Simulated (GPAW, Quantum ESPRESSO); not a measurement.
# Ga K-edge XANES of GaN (P6_3mc), part 3 of 6

Do two independent programs agree on the Ga K edge of GaN (P6_3mc)? The same cell and functional are run with XSpectra and with GPAW.

Quantum ESPRESSO 7.5 and GPAW 26.7.0; core-hole supercells, plane-wave PAW LDA.

So far. Step 2 (The field without a hole (Quantum ESPRESSO)): The mesh shows a gap of 1.98 eV, so the hole is first treated in a charged cell, without the excited electron. Step 3 (Spectrum without a core hole, Ga atom 1 (Quantum …): Main maxima below 30 eV (height): 8.8 eV (1.62) and 19.6 eV (1.29). A K edge sees empty p states on the absorber.

The database entry behind the starting cell differs from later determinations by our own check (about 0.3 % short, ideal inner coordinate), so it need not match the best structure at ambient conditions.

## 7. Spectrum with FCH, Ga atom 1 (Quantum ESPRESSO)

Level of this step: X-ray absorption near-edge structure, plane-wave PAW LDA, one-electron final states by a Lanczos continued fraction (Quantum ESPRESSO).

The Lanczos recursion gives the spectrum without computing empty bands; each polarisation needs a run of its own on the full k mesh. xe0 is set between filled and empty states, and states below it are cut. The file of filecore holds the core orbital, taken from the hole-free data set.

Input file xspectra.in:

```
&input_xspectra
   calculation='xanes_dipole', edge='K'
   prefix='x', outdir='tmp', xiabs=1, xe0=10.5003
   xonly_plot=.false., x_save_file='xanes.sav'
   xniter=3000, xcheck_conv=20, xerror=0.005
   xcoordcrys=.false., xepsilon(1)=1, xepsilon(2)=0, xepsilon(3)=0
/
&plot
   xnepoint=413, xemin=-10, xemax=45, terminator=.true., cut_occ_states=.true.
   xgamma=0.4
/
&pseudos
   filecore='../Ga.wfc'
/
&cut_occ
   cut_desmooth=0.1, cut_stepl=0.05, cut_stepu=0.05, cut_ierror=1e-5
/
3 3 3 0 0 0
```

xspectra_1.in, as its differences from xspectra.in of step 7:

```diff
@@ -5,3 +5,3 @@
    xniter=3000, xcheck_conv=20, xerror=0.005
-   xcoordcrys=.false., xepsilon(1)=1, xepsilon(2)=0, xepsilon(3)=0
+   xcoordcrys=.false., xepsilon(1)=0, xepsilon(2)=1, xepsilon(3)=0
 /
```

xspectra_2.in, as its differences from xspectra_1.in of step 7:

```diff
@@ -5,3 +5,3 @@
    xniter=3000, xcheck_conv=20, xerror=0.005
-   xcoordcrys=.false., xepsilon(1)=0, xepsilon(2)=1, xepsilon(3)=0
+   xcoordcrys=.false., xepsilon(1)=0, xepsilon(2)=0, xepsilon(3)=1
 /
```

Run with:

```console
OMP_NUM_THREADS=1 mpirun --oversubscribe --bind-to none -np 4 xspectra.x -nk 4 -in xspectra.in > xspectra.out
```

Numbers of over 12 decimals in the logs are rounded to 6 here.

The program printed:

```text
     [... banner and references ...]
Reading input_file

     calculation: xanes_dipole

     xepsilon  [cartesian coordinates]:   1.000000   0.000000   0.000000

     xonly_plot: FALSE
        => complete calculation: Lanczos + spectrum plot

     filecore (core-wavefunction file): ../Ga.wfc

     main plot parameters:
        cut_occ_states: TRUE
        gamma_mode:  constant
        -> using xgamma [eV]:  0.40
        xemin [eV]: -10.00
        xemax [eV]:  45.00
        xnepoint:  413
        xe0 [eV]:  10.500300 (energy zero read in input file)

     WARNING: variable ef_r is obsolete

                      Reading SCF save directory: x.save

     tmp/x.save/

     Exchange-correlation= PZ
                           (   1   1   0   0   0   0   0)

     G-vector sticks info

                           Getting the Fermi energy

     From SCF save directory:
        ehomo [eV]:    9.5727 (highest occupied level)
        elumo [eV]:   11.4278 (lowest occupied level)
        ef    [eV]:    9.5727

     -> ef (in eV) will be written in x_save_file

                           Energy zero of the spectrum

     -> ef will NOT be used as energy zero of the spectrum
       (because xe0 read in input file)

     G-vector sticks info

     bravais-lattice index     =            0
     lattice parameter (alat)  =      14.2702  a.u.
     unit-cell volume          =    2442.4510 (a.u.)^3
     number of atoms/cell      =           32
     number of atomic types    =            3
     number of electrons       =       288.00
     number of Kohn-Sham states=          148
     kinetic-energy cutoff     =      62.0000  Ry
     charge density cutoff     =     370.0000  Ry
     Exchange-correlation= PZ
                           (   1   1   0   0   0   0   0)

     celldm(1)=  14.270217  celldm(2)=   0.000000  celldm(3)=   0.000000
     celldm(4)=   0.000000  celldm(5)=   0.000000  celldm(6)=   0.000000

     crystal axes: (cart. coord. in units of alat)
               a(1) = (  -0.631665   0.364692   0.684105 )
               a(2) = (   0.631665  -0.364692   0.684105 )
               a(3) = (   0.421110   0.729384  -0.684105 )

     reciprocal axes: (cart. coord. in units 2 pi/alat)
               b(1) = ( -0.296835  0.856888  0.730882 )
               b(2) = (  0.890504  0.171378  0.730882 )
               b(3) = (  0.593669  1.028265  0.000000 )

     PseudoPot. #1 for Ga:     Pseudo is Projector augmented-wave + core cor, Zval = 14.0

     PseudoPot. #2 for Ga:     Pseudo is Projector augmented-wave + core cor, Zval = 13.0

     ../pp/N.lda-n-kjpaw.UPF
     Pseudo is Projector augmented-wave + core cor, Zval =  5.0
     Shape of augmentation charge: PSQ
     Using radial grid of 1085 points,  4 beta functions with:
                l(1) =   0
                l(2) =   0
                l(3) =   1
                l(4) =   1
     Q(r) pseudized with 0 coefficients

     atomic species   valence    mass     pseudopotential
     Ga0              14.00     1.00000     Ga( 1.00)
     Ga               13.00     1.00000     Ga( 1.00)
     N                 5.00     1.00000     N ( 1.00)

      2 Sym. Ops. (no inversion) found

   Cartesian axes

     site n.     atom                  positions (alat units)
         1        Ga0    tau(   1) = (   0.2105549   0.1215639   0.3420524  )
         2        Ga     tau(   2) = (   0.2105549   0.1215639   1.0261573  )
         3        Ga     tau(   3) = (   0.6316648   0.1215639   0.3420524  )
         4        Ga     tau(   4) = (  -0.0000000   0.4862558   0.3420524  )
         5        Ga     tau(   5) = (   0.4211098   0.4862558   0.3420524  )
         6        Ga     tau(   6) = (   0.4211098   0.4862558  -0.3420524  )
[...]
14        Ga     tau(  14) = (   0.2105549   0.6078197   0.6841049  )
        15        Ga     tau(  15) = (  -0.4211098   0.2431279   0.6841049  )
        16        Ga     tau(  16) = (   0.2105549  -0.1215639   0.6841049  )
        17        N      tau(  17) = (   0.2105549   0.1215639   0.5985918  )
[...]
k(    4) = (   0.2968347   0.0571259   0.2436274), wk =   0.0740741
        k(    5) = (   0.4947244   0.3998810   0.2436274), wk =   0.0740741
[...]
k(   25) = (   0.3957795   0.6855103   0.9745095), wk =   0.0740741
        k(   26) = (   0.5936693   1.0282654   0.9745095), wk =   0.0740741
        k(   27) = (   0.7915591   1.3710206   0.9745095), wk =   0.0740741

     Dense  grid:   293541 G-vectors     FFT dimensions: (  96,  96,  96)

     Smooth grid:   161081 G-vectors     FFT dimensions: (  72,  72,  80)

     The potential is recalculated from file :
     tmp/x.save/charge-density

     Starting wfcs are  208 atomic wfcs
     Checking if some PAW data can be deallocated...

               Reading core wavefunction file for the absorbing atom

     ../Ga.wfc successfully read

                              Attributing the PAW radii
                     for the absorbing atom [units: Bohr radius]

        PAW proj 1: r_paw(l= 0)= 3.30  (1.5*r_cut)
        PAW proj 2: r_paw(l= 0)= 3.30  (1.5*r_cut)
        PAW proj 3: r_paw(l= 1)= 3.30  (1.5*r_cut)
        PAW proj 4: r_paw(l= 1)= 3.30  (1.5*r_cut)
        PAW proj 5: r_paw(l= 2)= 2.55  (1.5*r_cut)
        PAW proj 6: r_paw(l= 2)= 2.55  (1.5*r_cut)

        NB: The calculation will not necessary use all these r_paw values.
            - For a edge in the electric-dipole approximation,
              only the r_paw(l=1) values are used.
            - For a K edge in the electric-quadrupole approximation,
              only the r_paw(l=2) values are used.

            - For a L2 or L3 edge in the electric-quadrupole approximation,

              all projectors (s, p and d) are used.

                          Starting XANES calculation
                     in the electric dipole approximation

     Method of calculation based on the Lanczos recursion algorithm
        - STEP 1: Construction of a kpoint-dependent Lanczos basis,
          in which the Hamiltonian is tridiagonal (each 'iter'
          corresponds to the calculation of one more Lanczos vector)
        - STEP 2: Calculation of the cross-section as a continued fraction
          averaged over the k-points.

     ... Begin STEP 1 ...

        Radial transition matrix element(s) used in the calculation of the
        initial vector of the Lanczos basis (|tilde{phi}_abs> normalized)
        | For PAW proj. (l=1) #1: radial matrix element =   0.003253398
        | For PAW proj. (l=1) #2: radial matrix element =   0.005403222

NB: the     7 k-point are not all listed below because npool=  4
        |-------------------------------------------------------------
        ! k-point #     1:  ( 0.0000,  0.0000,  0.0000),  0.0741,   1
        |-------------------------------------------------------------
 okvan= T
        |   Norm of the initial Lanczos vector: 0.47484841E-02
        |   Estimated error at iter     20:   1.01126707
        |   Estimated error at iter     40:   0.45499884
        |   Estimated error at iter     60:   0.27358403
        |   Estimated error at iter     80:   0.32688602
        |   Estimated error at iter    100:   0.16176681
[...]
!   => CONVERGED at iter    500 with error=  0.00484191
        |-------------------------------------------------------------
        ! k-point #     2:  ( 0.1979,  0.3428,  0.0000),  0.0741,   1
        |-------------------------------------------------------------
 okvan= T
        |   Norm of the initial Lanczos vector: 0.47484818E-02
[...]
!   => CONVERGED at iter    660 with error=  0.00434385
        |-------------------------------------------------------------
     [... 4 further k-points ...]
        ! k-point #     7:  ( 0.5937,  0.1143,  0.4873),  0.0741,   1
        |-------------------------------------------------------------
 okvan= T
        |   Norm of the initial Lanczos vector: 0.47484872E-02
[...]
|   Estimated error at iter    500:   0.01418604
        |   Estimated error at iter    520:   0.00800450
        |   Estimated error at iter    540:   0.01300298
        !   => CONVERGED at iter    560 with error=  0.00413736

     Results of STEP 1 successfully written in x_save_file
     x_save_file name:
     ->  xanes.sav
     x_save_file version:  2

     ... End STEP 1 ...

     ... Begin STEP 2 ...

     The spectrum is calculated using the following parameters:
        xe0 [eV]:   10.5003
        the occupied states are elimintate from the spectrum
        xemin [eV]: -10.00
        xemax [eV]:  45.00
        xnepoint:  413
        constant broadening parameter [eV]:    0.400
        Core level energy [eV]: -0.1037E+05
         (from electron binding energy of neutral atoms in X-ray data booklet)

     Cross-section successfully written in xanes.dat

     ... End STEP 2 ...

                                END JOB XSpectra
```

It took 12 min on 4 MPI ranks of Arm Neoverse V1, shared host; peak memory 0.43 GiB; 49 min of CPU time.

The Ga K spectrum, Ga atom 1, full core hole (charged cell) (energy from the lowest empty level; intensity scaled to a mean of 1 over the first 20 eV; folded afterwards to Lorentzian half width 0.91 eV up to 4 eV, rising linearly to 1.75 eV at 25 eV; the points at xe0, where the cut of filled states can leave a spike, are interpolated; polarised curves are means over the symmetry-equivalent atoms):

| E (eV) | isotropic | ε ⊥ c | ε ∥ c |
| --- | --- | --- | --- |
| -2.00 | 0.10 | 0.10 | 0.10 |
| -1.25 | 0.12 | 0.12 | 0.12 |
| -0.50 | 0.16 | 0.16 | 0.15 |
| 0.25 | 0.22 | 0.22 | 0.21 |
| 1.00 | 0.34 | 0.34 | 0.32 |
| 1.75 | 0.59 | 0.61 | 0.55 |
| 2.50 | 1.00 | 1.03 | 0.95 |
| 3.25 | 1.17 | 1.16 | 1.18 |
| 4.00 | 1.12 | 1.07 | 1.21 |
| 4.75 | 1.20 | 1.08 | 1.42 |
| 5.50 | 1.37 | 1.24 | 1.62 |
| 6.25 | 1.45 | 1.41 | 1.53 |
| 7.00 | 1.63 | 1.71 | 1.46 |
| 7.75 | 1.66 | 1.88 | 1.22 |
| 8.50 | 1.41 | 1.62 | 0.99 |
| 9.25 | 1.18 | 1.32 | 0.92 |
| 10.00 | 1.08 | 1.11 | 1.01 |
| 10.75 | 1.03 | 0.97 | 1.16 |
| 11.50 | 0.94 | 0.85 | 1.13 |
| 12.25 | 0.81 | 0.74 | 0.95 |
| 13.00 | 0.74 | 0.69 | 0.84 |
| 13.75 | 0.71 | 0.65 | 0.81 |
| 14.50 | 0.71 | 0.65 | 0.83 |
| 15.25 | 0.76 | 0.70 | 0.89 |
| 16.00 | 0.84 | 0.78 | 0.96 |
| 16.75 | 0.92 | 0.86 | 1.03 |
| 17.50 | 0.97 | 0.92 | 1.07 |
| 18.25 | 1.02 | 1.00 | 1.08 |
| 19.00 | 1.05 | 1.05 | 1.05 |
| 19.75 | 1.00 | 1.04 | 0.93 |
| 20.50 | 0.94 | 1.00 | 0.81 |
| 21.25 | 0.90 | 0.98 | 0.74 |
| 22.00 | 0.86 | 0.93 | 0.72 |
| 22.75 | 0.78 | 0.83 | 0.69 |
| 23.50 | 0.71 | 0.73 | 0.66 |
| 24.25 | 0.66 | 0.67 | 0.66 |
| 25.00 | 0.65 | 0.64 | 0.68 |
| 25.75 | 0.65 | 0.62 | 0.71 |
| 26.50 | 0.64 | 0.61 | 0.70 |
| 27.25 | 0.63 | 0.61 | 0.66 |
| 28.00 | 0.62 | 0.62 | 0.62 |
| 28.75 | 0.62 | 0.64 | 0.60 |
| 29.50 | 0.63 | 0.65 | 0.58 |
| 30.25 | 0.63 | 0.65 | 0.58 |
| 31.00 | 0.62 | 0.63 | 0.59 |
| 31.75 | 0.60 | 0.60 | 0.59 |

Main maxima below 30 eV (height): 3.2 eV (1.17), 7.5 eV (1.69) and 18.8 eV (1.05). 

## 8. Supercell with XCH, Ga atom 1 (Quantum ESPRESSO)

The holes are 7.6 Å apart. The excited electron is kept in the cell, where it fills the lowest empty states and screens the hole.

Changed against the first core-hole run: core hole to XCH.

Input file scf.in:

```
&control
   calculation='scf', prefix='x', pseudo_dir='../pp', outdir='tmp', tprnfor=.true.
/
&system
   ibrav=0, nat=32, ntyp=3, nbnd=179
   ecutwfc=62, ecutrho=370
   occupations='smearing', smearing='gaussian', degauss=0.003
/
&electrons
   conv_thr=3.2e-07, electron_maxstep=120
   mixing_beta=0.5
/
ATOMIC_SPECIES
Ga0 1.0 Ga.lda-dnl-kjpaw-1sch.UPF
Ga 1.0 Ga.lda-dnl-kjpaw.UPF
N 1.0 N.lda-n-kjpaw.UPF
CELL_PARAMETERS angstrom
  -4.77000000 2.75396078 5.16600000
  4.77000000 -2.75396078 5.16600000
  3.18000000 5.50792157 -5.16600000
ATOMIC_POSITIONS crystal
Ga0  0.29166667 0.45833333 0.25000000
Ga   0.79166667 0.95833333 0.25000000
Ga   0.16666667 0.83333333 0.50000000
Ga   0.66666667 0.33333333 0.50000000
Ga   0.54166667 0.70833333 0.75000000
Ga   0.04166667 0.20833333 0.75000000
Ga   0.91666667 0.58333333 0.00000000
Ga   0.41666667 0.08333333 0.00000000
Ga   0.20833333 0.04166667 0.25000000
Ga   0.70833333 0.54166667 0.25000000
Ga   0.08333333 0.41666667 0.50000000
Ga   0.58333333 0.91666667 0.50000000
Ga   0.45833333 0.29166667 0.75000000
Ga   0.95833333 0.79166667 0.75000000
Ga   0.83333333 0.16666667 0.00000000
Ga   0.33333333 0.66666667 0.00000000
N    0.47916667 0.64583333 0.25000000
N    0.97916667 0.14583333 0.25000000
N    0.35416667 0.02083333 0.50000000
N    0.85416667 0.52083333 0.50000000
N    0.72916667 0.89583333 0.75000000
N    0.22916667 0.39583333 0.75000000
N    0.10416667 0.77083333 0.00000000
N    0.60416667 0.27083333 0.00000000
N    0.39583333 0.22916667 0.25000000
N    0.89583333 0.72916667 0.25000000
N    0.27083333 0.60416667 0.50000000
N    0.77083333 0.10416667 0.50000000
N    0.64583333 0.47916667 0.75000000
N    0.14583333 0.97916667 0.75000000
N    0.02083333 0.35416667 0.00000000
N    0.52083333 0.85416667 0.00000000
K_POINTS automatic
3 3 3 0 0 0
```

Run with:

```console
OMP_NUM_THREADS=1 mpirun --oversubscribe --bind-to none -np 4 pw.x -nk 4 -in scf.in > scf.out
```

The program printed:

```text
     [... banner and references ...]
[banner, memory and clock lines left out]
using ibrav=0 with symmetry is DISCOURAGED, use correct ibrav instead

     G-vector sticks info

     bravais-lattice index     =            0
     lattice parameter (alat)  =      14.2702  a.u.
     unit-cell volume          =    2442.4510 (a.u.)^3
     number of atoms/cell      =           32
     number of atomic types    =            3
     number of electrons       =       289.00
     number of Kohn-Sham states=          179
     kinetic-energy cutoff     =      62.0000  Ry
     charge density cutoff     =     370.0000  Ry
     scf convergence threshold =      3.2E-07
     mixing beta               =       0.5000
     number of iterations used =            8  plain     mixing
     Exchange-correlation= SLA  PZ   NOGX NOGC
                           (   1   1   0   0   0   0   0)

     celldm(1)=  14.270217  celldm(2)=   0.000000  celldm(3)=   0.000000
     celldm(4)=   0.000000  celldm(5)=   0.000000  celldm(6)=   0.000000

     crystal axes: (cart. coord. in units of alat)
               a(1) = (  -0.631665   0.364692   0.684105 )
               a(2) = (   0.631665  -0.364692   0.684105 )
               a(3) = (   0.421110   0.729384  -0.684105 )

     reciprocal axes: (cart. coord. in units 2 pi/alat)
               b(1) = ( -0.296835  0.856888  0.730882 )
               b(2) = (  0.890504  0.171378  0.730882 )
               b(3) = (  0.593669  1.028265  0.000000 )

     PseudoPot. #1 for Ga:     Pseudo is Projector augmented-wave + core cor, Zval = 14.0

     PseudoPot. #2 for Ga:     Pseudo is Projector augmented-wave + core cor, Zval = 13.0

[...]
iteration # 11     ecut=    62.00 Ry     beta= 0.50
     Davidson diagonalization with overlap
     ethr =  2.96E-10,  avg # of iterations =  5.7

     End of self-consistent calculation

          k = 0.0000 0.0000 0.0000 ( 20133 PWs)   bands (ev):

   -15.1606 -15.1563 -15.1563 -15.0922 -15.0915  -6.5708  -5.6687  -5.4398
    -5.4392  -5.4281  -5.3521  -5.3412  -5.3352  -5.3251  -5.3081  -5.2963
    -5.2956  -5.2947  -5.2313  -5.2307  -5.2228  -3.9222  -3.9166  -3.9029
[...]
16.2337  16.5393  17.0269  17.1235  17.1917  17.2647  17.2965  17.3095
    17.3297  17.3626  17.4127  17.4415  17.4536  18.0428  18.3458  18.5308
    18.7301  18.7325  18.9586

     [... bands of 9 further k-points ...]

     the Fermi energy is    12.9230 ev

!    total energy              =   -4811.52907208 Ry
     total all-electron energy =    -63098.377983 Ry
     estimated scf accuracy    <       0.00000012 Ry
     smearing contrib. (-TS)   =      -0.00016061 Ry
     internal energy E=F+TS    =   -4811.52891147 Ry

     The total energy is F=E-TS. E is the sum of the following terms:
     one-electron contribution =   -1466.89166033 Ry
     hartree contribution      =    1032.34331965 Ry
     xc contribution           =    -780.54575125 Ry
     ewald contribution        =   -1887.25610748 Ry
     one-center paw contrib.   =   -1709.17871205 Ry

     convergence has been achieved in  11 iterations

     Forces acting on atoms (cartesian axes, Ry/au):

     atom    1 type  1   force =    -0.00042809    0.00024716   -0.00523241
     atom    2 type  2   force =    -0.00008621    0.00004977   -0.00369458
     atom    3 type  2   force =     0.01653182   -0.00849340    0.00135161
[...]
atom   31 type  3   force =     0.00016005    0.03062828    0.01366822
     atom   32 type  3   force =     0.00200560   -0.00096390    0.00200121

     Total force =     0.096684     Total SCF correction =     0.001274

     XML data file, charge density, pseudopotentials, collected wavefunctions
```

Wall time 9.5 min (4 MPI ranks); peak memory 0.91 GiB; 38 min of CPU time.

Energy with the hole: -858497.167 eV, cores included.

## 9. Excitation energy, Ga atom 1 (Quantum ESPRESSO)

With the excited electron kept in the cell the system stays neutral, and the energy difference is an excitation energy by itself. In a small cell that electron takes up a good share of the lowest empty band, or all of one, which shifts the value from the true onset.

The total-energy difference is 10388.2 eV, raw.

## 10. Ground state of the crystal (GPAW)

The second program starts from its own ground state, on the same cell and functional.

Input file scf.py:

```python
import numpy as np
from ase import Atoms
from ase.parallel import parprint, paropen
from gpaw import GPAW, PW, FermiDirac, Mixer, MixerDif, setup_paths
from gpaw.test import gen
setup_paths.insert(0, '.')
gen('Ga', name='nch1s', xcname='LDA', corehole=(1, 0, 0), write_xml=True)
from gpaw.mpi import world
world.barrier()

atoms = Atoms('Ga2N2',
    cell=[[3.18, 0, 0],
     [-1.59, 2.75396078, 0],
     [0, 0, 5.166]],
    scaled_positions=[[0.66666667, 0.33333333, 0.5],
     [0.33333333, 0.66666667, 0],
     [0.66666667, 0.33333333, 0.875],
     [0.33333333, 0.66666667, 0.375]],
    pbc=True)
atoms.calc = calc = GPAW(legacy_gpaw=True, mode=PW(500, force_complex_dtype=True), xc='LDA', setups={0: 'nch1s'},
    kpts={'size': (9, 9, 5), 'gamma': True}, occupations=FermiDirac(0.05),
    charge=0, mixer=Mixer(0.1, 5, 50), maxiter=150,
    convergence={'density': 0.0001, 'eigenstates': 1e-6}, txt='scf.txt')
energy = atoms.get_potential_energy() + calc.get_reference_energy()
ef = calc.get_fermi_level()
out = dict(energy=energy, fermi=ef, forces=atoms.get_forces().tolist())
parprint(f'all-electron energy {energy:.4f} eV, Fermi level {ef:.4f} eV')
ev = np.array([[calc.get_eigenvalues(k, s) for k in range(len(calc.get_ibz_k_points()))] for s in range(calc.get_number_of_spins())])
out['homo'], out['lumo'], out['counts'] = ev[ev < ef].max(), ev[ev > ef].min(), sorted(set((ev < ef).sum((0, 2)).tolist()))
out['filled'] = (ev[:, 0] < ef).sum(1).tolist()
import json
with paropen('out.json', 'w') as f:
    json.dump(out, f)
```

Run with:

```console
OMP_NUM_THREADS=1 mpirun -n 4 gpaw python scf.py
```

The program printed:

```text
Input parameters:
  convergence: {density: 0.0001,
                eigenstates: 1e-06}
  kpts: {gamma: True,
         size: (9, 9, 5)}
  maxiter: 150
  mixer: {backend: pulay,
          beta: 0.1,
          method: separate,
          nmaxold: 5,
          weight: 50}
  mode: {ecut: 500.0,
         force_complex_dtype: True,
         name: pw}
  occupations: {fixmagmom: False,
                name: fermi-dirac,
[...]
4s(2) :    -0.336865     1.140380
*s    :     0.663135
4p(1) :    -0.100461     1.012264
*p    :     0.899539
*d    :     0.000000
--------------------------------

Diagonalizing with gridspacing h=0.050

state   all-electron     PAW
-------------------------------
4s:      -0.336865    -0.337024
4p:      -0.100461    -0.100552
*d:                    0.030615
*f:                    0.065359
-------------------------------
all-electron energy -108584.3774 eV, Fermi level 7.3452 eV
[key lines of the parts left out:]
Converged after 14 iterations.
Dipole moment: (-0.000018, 0.000010, 1.417630) |e|*Ang
Free energy:    -26.516340
Fermi level: 7.34520
```

The job ended after 14 s (4 MPI ranks; peak memory 0.18 GiB).

The mesh shows a gap of 1.97 eV, so the hole is first treated in a charged cell, without the excited electron.

[end of part 3 of 6]

[Banner, clock and machine lines of the logs are left out without a mark of their own.]

[Logs are printed without paths, hosts, clocks, repeated set-up lines and the standing remarks that a program may print on its own settings, such as how far it seeks lower states.]

[Hosts, paths, dates, database ids (printed as entryN), source tags and the programs' standing remarks are cut or masked in the printed files.]

[Lists of maxima count a maximum above −3 eV only where it reaches 4 % of the highest in the window and stands out from its surroundings by 2 % of it (1.5 % where it reaches 55 %); shoulders and weaker maxima are passed over, and of the rest the first, up to two pre-edge ones and the few strongest are named.]
